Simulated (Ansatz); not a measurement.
# Gap against volume in AlN/GaN superlattice along [0001] (64 atoms)

The cell holds 64 atoms: 24 Al, 32 N and 8 Ga. Cell: a = 6.209 Å, b = 6.209 Å, c = 19.982 Å, α = 90.0°, β = 90.0°, γ = 120.0°. It derives from AlN and GaN. The starting structure: Wurtzite lattice with in-plane constant 3.189 Å; 3 periods of AlN and 1 of GaN along [0001], 2 x 2 in-plane cells; the two parts stretched along z by 0.9492 and 1.0; every coordinate displaced by a Gaussian of 0.02 Å. Regions: AlN, 48 atoms (24 Al and 24 N); GaN, 16 atoms (8 Ga and 8 N).

Calculated with Ansatz 0.2.0: Kohn-Sham DFT, LDA, PAW (set soft_1), plane waves; PAW set soft_1; cutoff 420 eV, k-mesh 3×3×1, fermi-dirac smearing of 0.05 eV. The relaxed cell was scaled evenly and the atoms were relaxed at each volume. The gap is that between the highest filled and the lowest empty Kohn-Sham level on the run's k-points.

| volume (Å³/atom) | gap (eV) |
| --- | --- |
| 9.3805 | 3.845 |
| 9.7974 | ? |
| 10.110 | 3.418 |
| 10.423 | 3.209 |
| 10.735 | 3.008 |
| 11.048 | 2.833 |

**Question.** Fit a straight line in ln V to the rows given and interpolate to the withheld row.

Worked fit:

A volume deformation potential makes the spacing linear in u = ln(V/V0), with V0 = 10.423 Å³ the relaxed volume; v is the spacing.

| u = ln(V/V0) | v (eV) |
| --- | --- |
| -0.105361 | 3.8452 |
| -0.0304603 | 3.4177 |
| 0 | 3.2094 |
| 0.0295593 | 3.0076 |
| 0.0582698 | 2.8329 |

With n = 5: mean u = -0.00959849, mean v = 3.26256, Σ(u − ū)² = 0.015837, Σ(u − ū)(v − v̄) = -0.098686. Slope b = -0.098686 / 0.015837 = -6.2312; intercept a = v̄ − b ū = 3.2027.

At the withheld volume u = -0.06187, and v = a + b u.

Prediction at 9.7974: 3.588 eV. The run gave 3.605 eV, so the fit is low by 0.017 eV (0.47 % of the value).

The slope, -6.23 eV, says that the spacing narrows on expansion. Among the rows given, the largest miss of the fit is at 10.110, by 0.025 eV (2.5 % of the range of the table).

Limits: The table spans 16 % in volume, wide for a linear law. Semilocal functionals tend to put gaps under measured ones. The mesh needn't hold the band edges.

[Hosts, paths, dates, database ids (printed as entryN), source tags and the programs' standing remarks are cut or masked in the printed files.]
